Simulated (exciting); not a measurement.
Two BSE runs for the Si L₂,₃ edge of SiO2 (Stishovite), space group P4_2/mnm. Run A: exciting, all-electron LAPW+lo, PBE, exchange and screened direct term (singlet BSE), 3×3×5 shifted k points, 18 conduction bands, |G+q| up to 3 bohr⁻¹ (2.5 in the exchange term), full RPA screening with nempty = 40, Lorentzian half width 0.45 eV. Run B has a fault in its input.

Energy from the Kohn–Sham onset, core level to the lowest empty state found on the meshes used; one zero for both, scaled to A's maximum:

```csv
E (eV),A,B
-8.0,0.01,0.02
-7.5,0.02,0.02
-7.0,0.02,0.03
-6.5,0.02,0.04
-6.0,0.03,0.06
-5.5,0.04,0.09
-5.0,0.06,0.16
-4.5,0.09,0.38
-4.0,0.17,0.96
-3.5,0.40,0.85
-3.0,0.96,0.52
-2.5,0.81,0.21
-2.0,0.48,0.12
-1.5,0.20,0.09
-1.0,0.13,0.09
-0.5,0.11,0.13
0.0,0.15,0.23
0.5,0.23,0.27
1.0,0.24,0.28
1.5,0.22,0.25
2.0,0.20,0.26
2.5,0.22,0.32
3.0,0.27,0.46
3.5,0.40,0.73
4.0,0.61,0.88
4.5,0.81,0.79
5.0,0.74,0.59
5.5,0.61,0.47
6.0,0.52,0.43
6.5,0.49,0.38
7.0,0.42,0.33
7.5,0.35,0.29
8.0,0.32,0.28
8.5,0.32,0.28
9.0,0.31,0.27
9.5,0.29,0.26
10.0,0.28,0.27
10.5,0.32,0.29
11.0,0.34,0.31
11.5,0.34,0.29
12.0,0.32,0.26
12.5,0.27,0.22
13.0,0.24,0.20
13.5,0.23,0.20
14.0,0.23,0.21
```

What most likely went wrong in run B?

Far too few empty states in the screening (empty states in the screening from 40 to 8). Against run A the r.m.s. difference is 55 %. Moving the earlier curve by -0.9 eV leaves 13 %. The highest maximum lies at -3.9 eV (1.03), against -2.9 eV (1.00). The first bright state moves from -2.97 to -3.94 eV. Too few states underscreen, so the attraction is too strong. Other settings could leave a like mark; this is the change that was made.

[Banner, clock and machine lines of the logs are left out without a mark of their own.]

[Logs are printed without paths, hosts, clocks, repeated set-up lines and the standing remarks that a program may print on its own settings, such as how far it seeks lower states.]

[Hosts, paths, dates, database ids (printed as entryN), source tags and the programs' standing remarks are cut or masked in the printed files.]
